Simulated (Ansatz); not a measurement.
# How fast states decay through Al2O5, part 2 of 3

Wanted: the relaxed cell of Al2O5, its band edges and its decay constants. It is built by putting O for Te in the Al2Te5 structure of space group C2/m, with the volume rescaled by atomic radii. The parent structure comes from the Materials Project.

Ansatz 0.2.0; r2SCAN DFT, plane waves, PAW files (the session's first sound run).

So far. Step 2 (Cell and atoms at rest): The largest force component on a free atom ends at 0.0033 eV/Å.

The structure was built from a prototype and need not be the compound's stable phase.

## (3) The bulk crystal and its band edges

The energy window and the wavevectors of the next steps follow from the band edges, so these are searched first, off the mesh as well.

File input.yaml:

```yaml
crystal:
  lattice:
    - [4.8144911125, -1.4955486783, -0.9743488851]
    - [4.8144911125, 1.4955486783, -0.9743488851]
    - [-5.3828934317, 0.0, 6.5575016429]
  atoms:
    - { symbol: Al, position: [0.4202599988, 0.4202599988, 0.6828989935] }
    - { symbol: Al, position: [0.5797400012, 0.5797400012, 0.3171010065] }
    - { symbol: O, position: [0.633886397, 0.633886397, 1.0120292642] }
    - { symbol: O, position: [0.366113603, 0.366113603, -0.0120292642] }
    - { symbol: O, position: [0.0, 0.0, 0.0] }
    - { symbol: O, position: [0.122432799, 0.122432799, 0.4574764244] }
    - { symbol: O, position: [0.877567201, 0.877567201, 0.5425235756] }
kpoints:
  mp_grid: { grid: [8, 8, 4] }
  band_path: { path: [VBM, CBM], npoints: 30 }
scf:
  occupations: { method: fixed }
hamiltonian:
  xc: r2scan
output:
  eigenvalues: true
  write_potential: true
  write_density: true
  volumetric_format: npy
  elf: true
```

Launch:

```console
> ansatz run input.yaml --threads 2 --pin off --max-ram 4096MiB --backend cpu --events-out ev --progress --plain --runs-dir out
```

Numbers of over 12 decimals in the logs are rounded to 6 here.

What it wrote:

```text
[...]
Crystal: 7 atoms, lattice volume = 78.744 Å³
Basis set: ecut = 500 eV, 2015 PW (Γ), FFT grids on a1−a2, a2, a1+a3, exchange–correlation on 96×160×180 points (64 copies of the dense FFT grid, shifted against one another)
Bands: 25, of which v1, the nominal top of the filled ones, is band 18 counted from 1 (17 counted from 0)
Symmetry: 4 space group operations
[...]
k-points: 78 of 256
[...]
SCF iter   1: F=—  HF=-3920.931517 eV  |F-HF|=—  |Δ(HF+E_count)|=         —  Δρ=1.68e-2  dr2=2.20e-1  dr2_τ=3.68e-1  ethr=1.77e-3  ⟨swp⟩=4.2  Hψ=8128  notcnv=0  defer=390
[...]
SCF iter   8: F=-3921.089720 eV  HF=-3921.089720 eV  |F-HF|=4.90e-9  |Δ(HF+E_count)|=   1.33e-7  Δρ=3.06e-6  dr2=9.71e-9  dr2_τ=7.28e-10  ethr=2.78e-10  ⟨swp⟩=8.6  Hψ=7830  notcnv=0
SCF 1 converged in 8 iterations: F = -3921.089720 eV  dr2 = 9.71e-9
[...]
NSCF: frozen V_eff on 68 k-points
[...]
SCF converged after 8 iterations
Free energy (F): -3921.089720 eV
[...]
Internal energy: -3921.089720 eV  (E = F + TS)
E sigma→0 (E₀):  -3921.089720 eV
Fermi energy:    3.019340 eV
[...]
--- Band table (eV; the first three rows and the last of 78) ---
  k-point 0: bands = [... 14 lower, 1.7615, 1.9528, 2.1403, 2.8006, 4.5554, 5.5987, 8.7115, 12.2738, ... 3 higher]
  k-point 1: bands = [... 14 lower, 1.4855, 2.1335, 2.1522, 2.7111, 4.5627, 5.5977, 9.4049, 12.3702, ... 3 higher]
  k-point 2: bands = [... 14 lower, 0.9351, 2.1639, 2.3606, 2.5446, 4.5706, 5.5966, 10.3557, 12.0769, ... 3 higher]
  k-point 77: bands = [... 14 lower, 1.7279, 2.2034, 2.4524, 2.6175, 3.4509, 5.3081, 10.3019, 11.3619, ... 3 higher]
```

It took 27 s on 2 threads of Arm Neoverse V2, shared host; peak memory 0.55 GiB.

Numbers from this step:

| Quantity | Value |
| --- | --- |
| Fermi energy | 3.019 eV |
| gap on the k-mesh | 0.4316 eV |
| gap on path | 0.3969 eV, by band count; negative where bands overlap |
| direct gap on path | 0.8334 eV |
| edge places on path | 0, 1.641 1/A along the path |

The electronic bands at the labelled points (eV, zero at the Fermi level (highest filled level under fixed occupations); # counts the bands kept):

| point | #10 | #11 | #12 | #13 | #14 | #15 | #16 |
| --- | --- | --- | --- | --- | --- | --- | --- |
| VBM | -1.28 | -0.49 | -0.34 | 0.03 | 1.78 | 2.19 | 7.76 |
| halfway | -1.36 | -0.86 | -0.58 | -0.37 | 1.53 | 2.36 | 8.06 |
| CBM | -1.29 | -0.82 | -0.57 | -0.40 | 0.43 | 2.29 | 7.28 |

Valence density in the ac plane of the cell as run, not the conventional one, at fractional y = 0.366, with atoms of Al and O within 0.2 Å of it. It is the smooth field of the valence electrons, not physical close to the nuclei.

Values in e/Å³, 23 rows by 14 columns, each cell a mean:
```
0.1 0.1 0.4 2.4 6.2 6.1 2.5 0.5 0.2 0.4 0.8 0.9 0.6 0.2
0.1 0.2 1.0 3.5 4.7 2.4 0.6 0.2 0.3 0.6 0.9 0.7 0.3 0.1
0.1 0.3 1.0 1.8 1.3 0.4 0.1 0.2 0.4 0.6 0.6 0.3 0.1 0.1
0.1 0.3 0.5 0.5 0.2 0.1 0.1 0.2 0.4 0.4 0.3 0.1 0.1 0.1
0.1 0.1 0.2 0.1 0.1 0.1 0.1 0.2 0.2 0.2 0.1 0.1 0.0 0.0
0.0 0.1 0.1 0.1 0.1 0.1 0.1 0.1 0.1 0.1 0.1 0.1 0.0 0.0
0.0 0.0 0.1 0.1 0.1 0.1 0.1 0.1 0.1 0.1 0.1 0.0 0.0 0.0
0.1 0.1 0.2 0.2 0.2 0.1 0.1 0.1 0.1 0.1 0.1 0.0 0.0 0.0
0.2 0.4 0.4 0.3 0.1 0.1 0.1 0.1 0.1 0.1 0.0 0.0 0.0 0.1
0.6 0.8 0.6 0.3 0.1 0.1 0.1 0.1 0.1 0.0 0.0 0.0 0.1 0.3
1.3 0.9 0.5 0.2 0.1 0.1 0.1 0.1 0.0 0.0 0.0 0.1 0.3 0.9
1.2 0.6 0.3 0.2 0.1 0.1 0.1 0.0 0.0 0.0 0.1 0.3 0.8 1.4
0.6 0.3 0.2 0.1 0.1 0.0 0.0 0.0 0.0 0.1 0.2 0.6 1.1 1.2
0.3 0.1 0.1 0.1 0.0 0.0 0.0 0.0 0.0 0.1 0.3 0.7 0.8 0.6
0.1 0.1 0.0 0.0 0.0 0.0 0.0 0.0 0.1 0.2 0.3 0.4 0.4 0.2
0.1 0.0 0.0 0.0 0.0 0.0 0.0 0.0 0.1 0.2 0.2 0.2 0.2 0.1
0.0 0.0 0.0 0.0 0.0 0.0 0.0 0.1 0.1 0.1 0.1 0.1 0.1 0.1
0.1 0.0 0.0 0.0 0.0 0.0 0.1 0.1 0.1 0.1 0.1 0.1 0.1 0.1
0.1 0.1 0.0 0.0 0.0 0.1 0.1 0.3 0.3 0.3 0.2 0.1 0.1 0.1
0.1 0.1 0.0 0.0 0.1 0.2 0.4 0.7 0.7 0.4 0.2 0.2 0.2 0.2
0.2 0.1 0.0 0.1 0.2 0.7 1.6 1.8 0.9 0.3 0.2 0.3 0.3 0.3
0.2 0.1 0.1 0.2 0.9 3.0 4.5 2.5 0.7 0.3 0.3 0.4 0.5 0.4
0.1 0.1 0.1 0.7 3.4 6.4 5.1 1.5 0.4 0.3 0.5 0.8 0.7 0.4
```
Columns run along a (5.1 Å), rows up along c (8.5 Å). Atoms in or near the plane, at fractional coordinates: Al at (0.42, 0.68), O at (0.37, 0.99).

ELF in the ac plane of the cell as run, not the conventional one, at fractional y = 0.366, with atoms of Al and O within 0.2 Å of it. It is the smooth field of the valence electrons, not physical close to the nuclei.

Ten even steps from '_' (0.00) to '@' (0.87), each cell a mean:
```
__..**@@##**%%==..::++##**==
__==@@@@@@%%++..::++####++..
::##@@@@@@++....==####++::__
--##%%##==..__--**##++::____
--++==::____..----::..______
....________________..______
____..::::________::::______
..--++++::______::--::______
++##%%**..____::----..____::
%%%%##==____..::::..____--##
%%%%++::____....______--##%%
%%++::..____________--##@@@@
**::..____________::**%%@@%%
--..____________..==##@@%%**
..______________::++##**++--
________________::----::::..
____________________________
______________........______
__________..--++++++::......
....____..==%%@@%%++....::..
--..____==%%@@@@%%--..::::--
--..__--%%@@%%%%++..::--==++
::__::##%%**####::..--++**++
```
Columns run along a (5.1 Å), rows up along c (8.5 Å). Atoms in or near the plane, at fractional coordinates: Al at (0.42, 0.68), O at (0.37, 0.99).

Electrostatic potential energy in the ac plane of the cell as run, not the conventional one, at fractional y = 0.366, with atoms of Al and O within 0.2 Å of it. With pseudopotentials it is smooth inside the atoms' cores, unlike the true potential.

Ten even steps from '0' (-25 eV) to '9' (11 eV), each cell a mean:
```
99820028987689
99600289887789
99735898877889
99999987656889
99999864336899
99998534436899
99986356458999
99864565479999
99744544689999
87643347899999
56644578999997
57767899999974
78888999999855
78899999987556
88999999864346
89999998643347
99999986433368
99999875333689
99999875446899
99999876678999
99999743688999
99997101788889
99971003888779
```
Columns run along a (5.1 Å; values clipped at the 3rd and 97th percentile), rows up along c (8.5 Å). Atoms in or near the plane, at fractional coordinates: Al at (0.42, 0.68), O at (0.37, 0.99).

The searched edges give 0.397 eV, under the 0.432 eV of the mesh, which misses an edge.

## (4) Complex bands

This step: r2SCAN DFT, plane waves, PAW files; complex bands by layer matching along the plane's normal (Ansatz 0.2.0).

The same crystal is laid in a cell whose first two vectors span the (001) plane (indices of the standard conventional cell, whose axes can be ordered otherwise than in the bulk input). At fixed energy and wavevector in the plane the solver finds all kz, real and complex. A few wavevectors are listed, (0, 0), (0, -0.5) and (0.5, 0) in units of the plane's reciprocal vectors; the slowest state needn't be among them.

File input.yaml:

```yaml
crystal:
  lattice:
    - [2.991097357, 0.0, 0.0]
    - [1.495548678, 4.912095319, 0.0]
    - [1.495548678, -1.664565943, 5.359467896]
  atoms:
    - { symbol: Al, position: [0.5797400012, 0.1576210041, 0.6828989935] }
    - { symbol: Al, position: [0.4202599988, 0.8423789959, 0.3171010065] }
    - { symbol: O, position: [0.366113603, 0.2557435298, 0.0120292642] }
    - { symbol: O, position: [0.633886397, 0.7442564702, 0.9879707358] }
    - { symbol: O, position: [0.0, 0.0, 0.0] }
    - { symbol: O, position: [0.877567201, 0.7873891736, 0.4574764244] }
    - { symbol: O, position: [0.122432799, 0.2126108264, 0.5425235756] }
kpoints:
  mp_grid: { grid: [8, 8, 8] }
scf:
  occupations: { method: fixed }
hamiltonian:
  xc: r2scan
output:
  eigenvalues: true
  transmission:
    leads: [[0, 0]]
    kpoints: [[0.0, 0.0], [0.0, -0.5], [0.5, 0.0]]
    e_range: [-1.0, 1.4]
    de: 0.05
```

What it wrote:

```text
[...]
Crystal: 7 atoms, lattice volume = 78.744 Å³
Basis set: ecut = 500 eV, 2015 PW (Γ), exchange–correlation on 96×160×180 points (64 copies of the dense FFT grid, shifted against one another)
Bands: 25, of which v1, the nominal top of the filled ones, is band 18 counted from 1 (17 counted from 0)
Symmetry: 4 space group operations
[...]
k-points: 150 of 512
[...]
SCF iter   1: F=—  HF=-3920.931516 eV  |F-HF|=—  |Δ(HF+E_count)|=         —  Δρ=1.68e-2  dr2=2.20e-1  dr2_τ=3.68e-1  ethr=1.77e-3  ⟨swp⟩=4.2  Hψ=15618  notcnv=0  defer=750
[...]
SCF iter   8: F=-3921.089757 eV  HF=-3921.089757 eV  |F-HF|=5.01e-9  |Δ(HF+E_count)|=   1.32e-7  Δρ=3.05e-6  dr2=9.63e-9  dr2_τ=7.22e-10  ethr=2.78e-10  ⟨swp⟩=8.5  Hψ=14967  notcnv=0
SCF 1 converged in 8 iterations: F = -3921.089757 eV  dr2 = 9.63e-9
[...]
transmission: 8 of 24 steps passed
transmission: 16 of 24 steps passed
transmission: 24 of 24 steps passed
SCF converged after 8 iterations
Free energy (F): -3921.089757 eV
[...]
Internal energy: -3921.089757 eV  (E = F + TS)
E sigma→0 (E₀):  -3921.089757 eV
Fermi energy:    3.019329 eV
[...]
--- Band table (eV; the first three rows and the last of 150) ---
  k-point 0: bands = [... 14 lower, 1.7615, 1.9528, 2.1403, 2.8006, 4.5554, 5.5987, 8.7115, 12.2739, ... 3 higher]
  k-point 1: bands = [... 14 lower, 1.6841, 2.0102, 2.1438, 2.7771, 4.5574, 5.5984, 8.9039, 12.3022, ... 3 higher]
  k-point 2: bands = [... 14 lower, 1.4855, 2.1335, 2.1522, 2.7111, 4.5626, 5.5977, 9.4049, 12.3702, ... 3 higher]
  k-point 149: bands = [... 14 lower, 1.6600, 1.8836, 2.2787, 2.5301, 5.6453, 5.7629, 12.5065, 12.5110, ... 3 higher]
--- Transmission ---
  basis      : 157 plane waves across, 8 finite elements along
  points     : 3, as listed
  energies   : 49 from -1.000000 to 1.400000 eV about the Fermi level, 0.050000 eV apart; the leads are filled to 0.215798 eV, and channels, transmission and decay are at 0.200000 eV
  crystal 0  : O5Al2, at the sites [0, 0], period 5.3595 Å: whole cells are its period
    offset         : up to 0.0000 Å between an atom of the period and one for which it stands
    channels       : 0.000000e0 a spin
    conductance    : none, the energies end too early or step too widely for 300 K: set another output.transmission.e_range or a lower de, or, where they end at an eighth of basis.ecutwfc, a higher one
    slowest decay  : 0.4233 /Å at (0.0000, 0.0000)
```

It took 26 s on 2 threads; peak memory 0.64 GiB.

Numbers from this step:

| Property | Result |
| --- | --- |
| free energy | -3921.0898 eV |
| level to which the leads are filled | 0.2158 eV from the Fermi level |
| decay constant at the filling level, zone centre | 0.4233 Å⁻¹ |
| decay constant at the filling level, slowest listed point | 0.4233 Å⁻¹ |

K parallel (0, 0); values up to 1.5 1/Å, a degenerate pair printed once or twice; energies at which all values exceed this have no row. The Im kz of the slowest decaying states by energy, zero at the highest filled level on the SCF mesh:

| energy (eV) | decay 1 (Å⁻¹) | decay 2 (Å⁻¹) | decay 3 (Å⁻¹) | decay 4 (Å⁻¹) |
| --- | --- | --- | --- | --- |
| -1.000 | 0.316 | 0.553 | 0.963 | 1.07 |
| -0.900 | 0.305 | 0.339 | 0.948 | 1.07 |
| -0.800 | 0.359 | 0.468 | 0.936 | 1.07 |
| -0.700 | 0.378 | 0.661 | 0.926 | 1.06 |
| -0.600 | 0.0843 | 0.395 | 0.773 | 0.918 |
| -0.500 | 0.0642 | 0.410 | 0.863 | 0.912 |
| -0.400 | 0.424 | 0.906 | 0.975 | - |
| -0.350 | 0.431 | 0.904 | 0.987 | - |
| -0.250 | 0.445 | 0.900 | 1.01 | - |
| -0.150 | 0.241 | 0.462 | 0.897 | 1.03 |
| -0.050 | 0.348 | 0.486 | 0.894 | 1.04 |
| 0.000 | 0.376 | 0.502 | 0.892 | 1.05 |
| 0.050 | 0.394 | 0.520 | 0.890 | 1.06 |
| 0.150 | 0.416 | 0.557 | 0.887 | 1.07 |
| 0.250 | 0.429 | 0.565 | 0.619 | 0.883 |
| 0.350 | 0.437 | 0.556 | 0.696 | 0.876 |
| 0.450 | 0.444 | 0.558 | 0.766 | 0.862 |
| 0.550 | 0.449 | 0.562 | 0.840 | 1.11 |
| 0.650 | 0.454 | 0.565 | 0.864 | 1.12 |
| 0.750 | 0.458 | 0.567 | 0.889 | 1.12 |
| 0.800 | 0.460 | 0.567 | 0.902 | 1.13 |
| 0.900 | 0.465 | 0.566 | 0.932 | 1.13 |
| 1.000 | 0.471 | 0.560 | 0.982 | 1.11 |
| 1.100 | 0.481 | 0.547 | 0.950 | 1.05 |
| 1.200 | 0.509 | 0.933 | 1.05 | 1.15 |
| 1.300 | 0.498 | 0.925 | 1.04 | 1.15 |
| 1.400 | 0.474 | 0.919 | 1.02 | 1.15 |

K parallel (0, -0.5); values up to 1.5 1/Å, a degenerate pair printed once or twice; energies at which all values exceed this have no row. The Im kz of the slowest decaying states by energy, zero at the highest filled level on the SCF mesh:

| energy (eV) | decay 1 (Å⁻¹) | decay 2 (Å⁻¹) | decay 3 (Å⁻¹) | decay 4 (Å⁻¹) |
| --- | --- | --- | --- | --- |
| -1.000 | 0.173 | 0.387 | 0.952 | 1.01 |
| -0.900 | 0.0683 | 0.412 | 0.917 | 0.970 |
| -0.750 | 0.191 | 0.299 | 0.445 | 0.849 |
| -0.650 | 0.279 | 0.377 | 0.462 | 0.739 |
| -0.500 | 0.355 | 0.446 | 0.484 | 0.625 |
| -0.400 | 0.430 | 0.437 | 0.903 | 1.05 |
| -0.300 | 0.451 | 0.573 | 1.02 | 1.14 |
| -0.150 | 0.467 | 0.681 | 1.06 | 1.13 |
| -0.050 | 0.471 | 0.667 | 0.781 | 1.08 |
| 0.000 | 0.471 | 0.673 | 0.810 | 1.09 |
| 0.100 | 0.466 | 0.688 | 0.855 | 1.10 |
| 0.200 | 0.451 | 0.704 | 0.889 | 1.11 |
| 0.300 | 0.417 | 0.720 | 0.916 | 1.10 |
| 0.450 | 0.333 | 0.739 | 0.948 | 1.09 |
| 0.550 | 0.405 | 0.438 | 0.750 | 0.966 |
| 0.700 | 0.442 | 0.602 | 0.763 | 0.988 |
| 0.800 | 0.457 | 0.673 | 0.766 | 1.00 |
| 0.900 | 0.468 | 0.749 | 1.01 | 1.03 |
| 1.050 | 0.482 | 0.785 | 1.01 | 1.03 |
| 1.150 | 0.490 | 0.805 | 1.01 | 1.03 |
| 1.300 | 0.499 | 0.831 | 1.01 | 1.04 |
| 1.400 | 0.505 | 0.846 | 1.01 | 1.05 |

K parallel (0.5, 0); values up to 1.5 1/Å, a degenerate pair printed once or twice; energies at which all values exceed this have no row. Im kz of the slowest decaying states against energy, zero at the highest filled level on the SCF mesh:

| energy (eV) | decay 1 (Å⁻¹) | decay 2 (Å⁻¹) | decay 3 (Å⁻¹) | decay 4 (Å⁻¹) |
| --- | --- | --- | --- | --- |
| -1.000 | 0.108 | 0.158 | 0.629 | 0.642 |
| -0.900 | 0.273 | 0.274 | 0.639 | 0.655 |
| -0.750 | 0.366 | 0.380 | 0.653 | 0.671 |
| -0.650 | 0.410 | 0.426 | 0.661 | 0.679 |
| -0.500 | 0.461 | 0.475 | 0.672 | 0.689 |
| -0.400 | 0.489 | 0.495 | 0.678 | 0.695 |
| -0.300 | 0.504 | 0.514 | 0.684 | 0.700 |
| -0.150 | 0.474 | 0.547 | 0.693 | 0.707 |
| -0.050 | 0.352 | 0.567 | 0.698 | 0.710 |
| 0.000 | 0.429 | 0.487 | 0.579 | 0.701 |
| 0.100 | 0.574 | 0.574 | 0.648 | 0.706 |
| 0.200 | 0.597 | 0.627 | 0.711 | 0.741 |
| 0.300 | 0.612 | 0.671 | 0.716 | 0.729 |
| 0.450 | 0.631 | 0.724 | 0.733 | 0.940 |
| 0.550 | 0.641 | 0.736 | 0.736 | 0.747 |
| 0.700 | 0.655 | 0.740 | 0.740 | 0.794 |
| 0.800 | 0.663 | 0.744 | 0.744 | 0.821 |
| 0.900 | 0.670 | 0.747 | 0.749 | 0.847 |
| 1.050 | 0.678 | 0.751 | 0.756 | 0.882 |
| 1.150 | 0.682 | 0.755 | 0.760 | 0.903 |
| 1.300 | 0.687 | 0.759 | 0.768 | 0.930 |
| 1.400 | 0.688 | 0.763 | 0.773 | 0.941 |

At the listed wavevectors the last open channel is at -0.05 eV and the next at +0.45 eV on the grid. At +0.20 eV, the grid energy nearest the filling level (the middle of the gap on the SCF mesh), the slowest state at the listed wavevectors decays with κ = 0.423 Å⁻¹, its amplitude falling by e over 2.4 Å. Through 1 nm of this crystal that state's transmission falls by exp(−2 × 0.423 Å⁻¹ × 10 Å) = 2.1e-4.

## (5) Band edges at another level, cutoff 420 eV

This step: PBEsol DFT, plane waves, PAW files (Ansatz 0.2.0).

The edges again with PBEsol, at the same atoms. Against that run the cutoff is 420 eV against 500.

File input.yaml:

```yaml
crystal:
  lattice:
    - [4.8144911125, -1.4955486783, -0.9743488851]
    - [4.8144911125, 1.4955486783, -0.9743488851]
    - [-5.3828934317, 0.0, 6.5575016429]
  atoms:
    - { symbol: Al, position: [0.4202599988, 0.4202599988, 0.6828989935] }
    - { symbol: Al, position: [0.5797400012, 0.5797400012, 0.3171010065] }
    - { symbol: O, position: [0.633886397, 0.633886397, 1.0120292642] }
    - { symbol: O, position: [0.366113603, 0.366113603, -0.0120292642] }
    - { symbol: O, position: [0.0, 0.0, 0.0] }
    - { symbol: O, position: [0.122432799, 0.122432799, 0.4574764244] }
    - { symbol: O, position: [0.877567201, 0.877567201, 0.5425235756] }
kpoints:
  mp_grid: { grid: [8, 8, 4] }
  band_path: { path: [VBM, CBM], npoints: 30 }
scf:
  occupations: { method: fixed }
hamiltonian:
  xc: pbesol
output:
  eigenvalues: true
```

What it wrote:

```text
[...]
Crystal: 7 atoms, lattice volume = 78.744 Å³
Basis set: ecut = 420 eV, 1525 PW (Γ), FFT grids on a1−a2, a2, a1+a3
Bands: 25, of which v1, the nominal top of the filled ones, is band 18 counted from 1 (17 counted from 0)
Symmetry: 4 space group operations
[...]
k-points: 78 of 256
[...]
SCF iter   1: F=—  HF=-3850.496324 eV  |F-HF|=—  |Δ(HF+E_count)|=         —  Δρ=1.49e-2  dr2=1.51e-1  ethr=1.77e-3  ⟨swp⟩=4.2  Hψ=8121  notcnv=0  defer=390
[...]
SCF iter   8: F=-3850.461074 eV  HF=-3850.461074 eV  |F-HF|=7.05e-8  |Δ(HF+E_count)|=   8.32e-7  Δρ=6.54e-6  dr2=5.72e-8  ethr=2.78e-10  ⟨swp⟩=7.4  Hψ=9167  notcnv=0
SCF 1 converged in 8 iterations: F = -3850.461074 eV  dr2 = 5.72e-8
[...]
SCF converged after 8 iterations
Free energy (F): -3850.461074 eV
[...]
Internal energy: -3850.461074 eV  (E = F + TS)
E sigma→0 (E₀):  -3850.461074 eV
Fermi energy:    3.254037 eV
[...]
--- Band table (eV; the first three rows and the last of 78) ---
  k-point 0: bands = [... 14 lower, 2.1518, 2.3281, 2.3299, 3.2537, 4.6924, 5.5797, 8.2502, 11.6841, ... 3 higher]
  k-point 1: bands = [... 14 lower, 1.8835, 2.3429, 2.5106, 3.1747, 4.6999, 5.5782, 8.9549, 11.7692, ... 3 higher]
  k-point 2: bands = [... 14 lower, 1.3624, 2.3574, 2.7040, 3.0503, 4.7087, 5.5774, 9.9128, 11.4956, ... 3 higher]
  k-point 77: bands = [... 14 lower, 2.1004, 2.4777, 2.6315, 3.1150, 3.6000, 5.2960, 9.7532, 10.8956, ... 3 higher]
```

Elapsed: 11 s, on 2 threads; peak memory 0.37 GiB; 22 s of CPU time.

This step gave:

* free energy: -3850.4611 eV
* Fermi energy: 3.254 eV
* gap on the k-mesh: 0.3459 eV
* gap on path: 0.3032 eV, by band count; negative where bands overlap
* direct gap on path: 0.4849 eV
* edge places on path: 0, 1.619 1/A along the path

The electronic bands at the labelled points (eV, zero at the Fermi level (highest filled level under fixed occupations); # counts the bands kept):

| point | #10 | #11 | #12 | #13 | #14 | #15 | #16 | #17 |
| --- | --- | --- | --- | --- | --- | --- | --- | --- |
| VBM | -1.05 | -0.37 | -0.36 | 0.04 | 1.57 | 2.02 | 7.05 | 8.81 |
| halfway | -1.32 | -0.71 | -0.44 | -0.29 | 1.38 | 2.13 | 7.32 | 8.44 |
| CBM | -1.15 | -0.78 | -0.62 | -0.14 | 0.35 | 2.04 | 6.50 | 7.64 |

The searched edges give 0.303 eV, under the 0.346 eV of the mesh, which misses an edge.

For the gap on path, step 3 gave 0.397 eV; this run, with PBEsol and cutoff 420 eV, gives 0.303 eV.

[end of part 2 of 3]

[Logs are printed without paths, hosts, clocks, repeated set-up lines and the standing remarks that a program may print on its own settings, such as how far it seeks lower states.]

[Hosts, paths, dates, database ids (printed as entryN), source tags and the programs' standing remarks are cut or masked in the printed files.]
